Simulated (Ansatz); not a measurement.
# SrWO4 (I4_1/a): the LDA gap against the k mesh of the density

Wanted: the cheapest k mesh of the density that holds the LDA gap of SrWO4 (I4_1/a).

Main program and level: Ansatz 0.2.0; DFT, LDA, plane waves, PAW.

This is a report of a sequence of runs, with the program logs left out and the cost of each run kept.

**1. The system as given**

Symmetry: I4_1/a, No. 88, tetragonal system. The conventional cell has a = 5.440 Å, b = 5.440 Å, c = 11.940 Å, α = 90.00°, β = 90.00°, γ = 90.00°. Nearest to Sr lie 8 O at 2.58 to 2.62 Å. W has 4 O at 1.80 Å nearest. Nearest to O lie 1 W at 1.80 Å and 2 Sr at 2.58 to 2.62 Å. Farther neighbours, and contacts between anions beyond the nearest, are not listed.

The cell and positions are those that the Materials Project relaxed with its own functionals (PBE, PBE+U or r2SCAN), kept fixed. The default PAW set here is soft_2. Its files were made with PBE.

**2. k mesh of the density: 2×2×2**

Input file input.yaml:

```yaml
crystal:
  lattice:
    - [-2.7201121709, 2.7201121709, 5.9699255756]
    - [2.7201121709, -2.7201121709, 5.9699255756]
    - [2.7201121709, 2.7201121709, -5.9699255756]
  atoms:
    - { symbol: Sr, position: [0.75, 0.25, 0.5] }
    - { symbol: Sr, position: [0.0, 0.0, 0.0] }
    - { symbol: W, position: [0.25, 0.75, 0.5] }
    - { symbol: W, position: [0.5, 0.5, 0.0] }
    - { symbol: O, position: [0.44084291, 0.81857378, 0.09339807] }
    - { symbol: O, position: [0.56857378, 0.97517571, 0.87773087] }
    - { symbol: O, position: [0.09744484, 0.69084291, 0.12226913] }
    - { symbol: O, position: [0.72517571, 0.34744484, 0.90660193] }
    - { symbol: O, position: [0.02482429, 0.90255516, 0.59339807] }
    - { symbol: O, position: [0.65255516, 0.55915709, 0.37773087] }
    - { symbol: O, position: [0.18142622, 0.27482429, 0.62226913] }
    - { symbol: O, position: [0.30915709, 0.43142622, 0.40660193] }
kpoints:
  mp_grid: { grid: [2, 2, 2] }
  band_path:
    path:
      - [0.0, 0.0, 0.0]
      - [0.0, 0.0, 0.5]
      - [0.25, 0.25, 0.25]
      - [0.0, 0.5, 0.0]
      - [0.5, 0.5, -0.5]
      - [0.30190101, 0.69809899, -0.30190101]
      - [-0.30190101, 0.30190101, 0.30190101]
      - [-0.10380202, 0.10380202, 0.5]
    npoints: 1
hamiltonian:
  xc: lda
scf:
  occupations: { method: fixed }
  n_extra_bands: 8
output:
  eigenvalues: true
```

Run with:

```bash
> ansatz run input.yaml --threads 3 --pin off --max-ram 92160MiB --backend cuda --events-out ev --progress --plain --runs-dir out --devices 1 --max-vram 13GiB
```

Run time: 6.6 s. Hardware: 1 × NVIDIA H100 80GB HBM3 (shared by 6 runs) with 3 threads of AMD EPYC 7R13 (Zen 3), shared host; peak memory 0.9 GiB.

This step gave:

| Item | Value |
| --- | --- |
| gap | 4.335 eV |
| valence top at | Γ |
| conduction bottom at | Γ |
| least direct gap | 4.335 eV |

The gap is direct, at Γ.

**3. k mesh of the density: 4×4×4**

Edit input.yaml of step 2 so:

```diff
@@ -19,3 +19,3 @@
 kpoints:
-  mp_grid: { grid: [2, 2, 2] }
+  mp_grid: { grid: [4, 4, 4] }
   band_path:
```

It took 12 s on 1 × NVIDIA H100 80GB HBM3 (shared by 6 runs) with 3 threads; peak memory 0.9 GiB; 21 s of CPU time.

Read from the output:

```
gap                  : 4.335 eV
valence top at       : Γ
conduction bottom at : Γ
least direct gap     : 4.335 eV
```

The gap is 4.335 eV, as in the run before at this level.

**4. k mesh of the density: 6×6×6 (the default)**

input.yaml, the sections that differ from step 3:

```yaml
kpoints:
  mp_grid: { grid: [6, 6, 6] }
  band_path:
    path:
      - [[0.0, 0.0, 0.0], [0.0, 0.0, 0.5], [0.25, 0.25, 0.25], [0.0, 0.5, 0.0], [0.0, 0.0, 0.0], [0.5, 0.5, -0.5], [0.30190101, 0.69809899, -0.30190101]]
      - [[-0.30190101, 0.30190101, 0.30190101], [0.0, 0.0, 0.0]]
      - [[0.0, 0.0, 0.5], [-0.10380202, 0.10380202, 0.5]]
      - [[0.5, 0.5, -0.10380202], [0.5, 0.5, -0.5]]
    npoints: 10
scf:
  occupations: { method: fermi_dirac, width: 0.02 }
  n_extra_bands: 8
output:
  eigenvalues: true
  write_density: true
  write_potential: true
  elf: true
  volumetric_format: npy
# crystal, hamiltonian: as in step 3
```

It took 25 s on 1 × NVIDIA H100 80GB HBM3 (shared by 6 runs) with 3 threads; peak memory 1 GiB; 56 s of CPU time.

Numbers from this step:

```yaml
gap: 4.335 eV
valence_top_at: Γ
conduction_bottom_at: Γ
least_direct_gap: 4.335 eV
```

The gap is 4.335 eV, as in the run before at this level.

**5. k mesh of the density: 10×10×10**

input.yaml, the sections that differ from step 4:

```yaml
kpoints:
  mp_grid: { grid: [10, 10, 10] }
  band_path:
    path:
      - [0.0, 0.0, 0.0]
      - [0.0, 0.0, 0.5]
      - [0.25, 0.25, 0.25]
      - [0.0, 0.5, 0.0]
      - [0.5, 0.5, -0.5]
      - [0.30190101, 0.69809899, -0.30190101]
      - [-0.30190101, 0.30190101, 0.30190101]
      - [-0.10380202, 0.10380202, 0.5]
    npoints: 1
scf:
  occupations: { method: fixed }
  n_extra_bands: 8
output:
  eigenvalues: true
# crystal, hamiltonian: as in step 4
```

The job ended after 48 s (1 × NVIDIA H100 80GB HBM3 (shared by 6 runs) with 3 threads; peak memory 0.96 GiB).

Numbers from this step:

```
gap                  : 4.335 eV
valence top at       : Γ
conduction bottom at : Γ
least direct gap     : 4.335 eV
```

The gap is 4.335 eV, as in the run before at this level.

**6. The series**

Differences are against the last row; a negative gap means that bands overlap, and a run with a band path holds that path's time. Times are wall times on 1 × NVIDIA H100 80GB HBM3 (shared by 6 runs) with 3 threads of AMD EPYC 7R13 (Zen 3), shared host, good to a factor of about two.

| k mesh of the density | gap (eV) | direct gap (eV) | gap error (eV) | energy error (meV/atom) | irreducible k | time |
| --- | --- | --- | --- | --- | --- | --- |
| 2×2×2 | 4.335 | 4.335 | +0.0001 | +0.0 | 4 | 6.6 s |
| 4×4×4 | 4.335 | 4.335 | +0.000 | +0.0 | 14 | 12 s |
| 6×6×6 | 4.335 | 4.335 | +0.000 | +0.0 | 36 | 25 s |
| 10×10×10 | 4.335 | 4.335 | +0.000 | +0.0 | 144 | 48 s |

**7. Outcome**

| Item | Value |
| --- | --- |
| 2×2×2 | 4.335 eV |
| 4×4×4 | 4.335 eV |
| 6×6×6 | 4.335 eV |
| 10×10×10 | 4.335 eV |

The gap holds to 0.02 eV from 2×2×2 on, the cheapest setting tried. At 2×2×2 the gap is off by +0.0001 eV and the energy by +0 meV/atom. The gap is read over the mesh and added points near the edges, so meshes differ mainly through the density and, for a hybrid, the exchange operator.

[Long decimals in the printed logs are rounded to 6 places.]

[Logs are printed without paths, hosts, clocks, repeated set-up lines and the standing remarks that a program may print on its own settings, such as how far it seeks lower states.]

[Paths, hosts, dates, memory and timing lines, banners, echoed tables and standing remarks are left out of the program output; an Ansatz launch command may be rebuilt from the run's recorded settings. Measured values are a selection of at most five: reports struck by readers or far from the other reports are left out. None is set beside runs whose start may be inverted or whose files or cutoffs have a known fault.]

[Runs of the session that timed out or met a known fault of the program may be left out.]

[Cells called generated may have been cut or substituted from an entry of the Crystallography Open Database or the Materials Project.]

[Hosts, paths, dates, database ids (printed as entryN), source tags and the programs' standing remarks are cut or masked in the printed files.]

[Where the starting crystal was built by hand or by swapping elements, it need not be the compound's stable phase.]
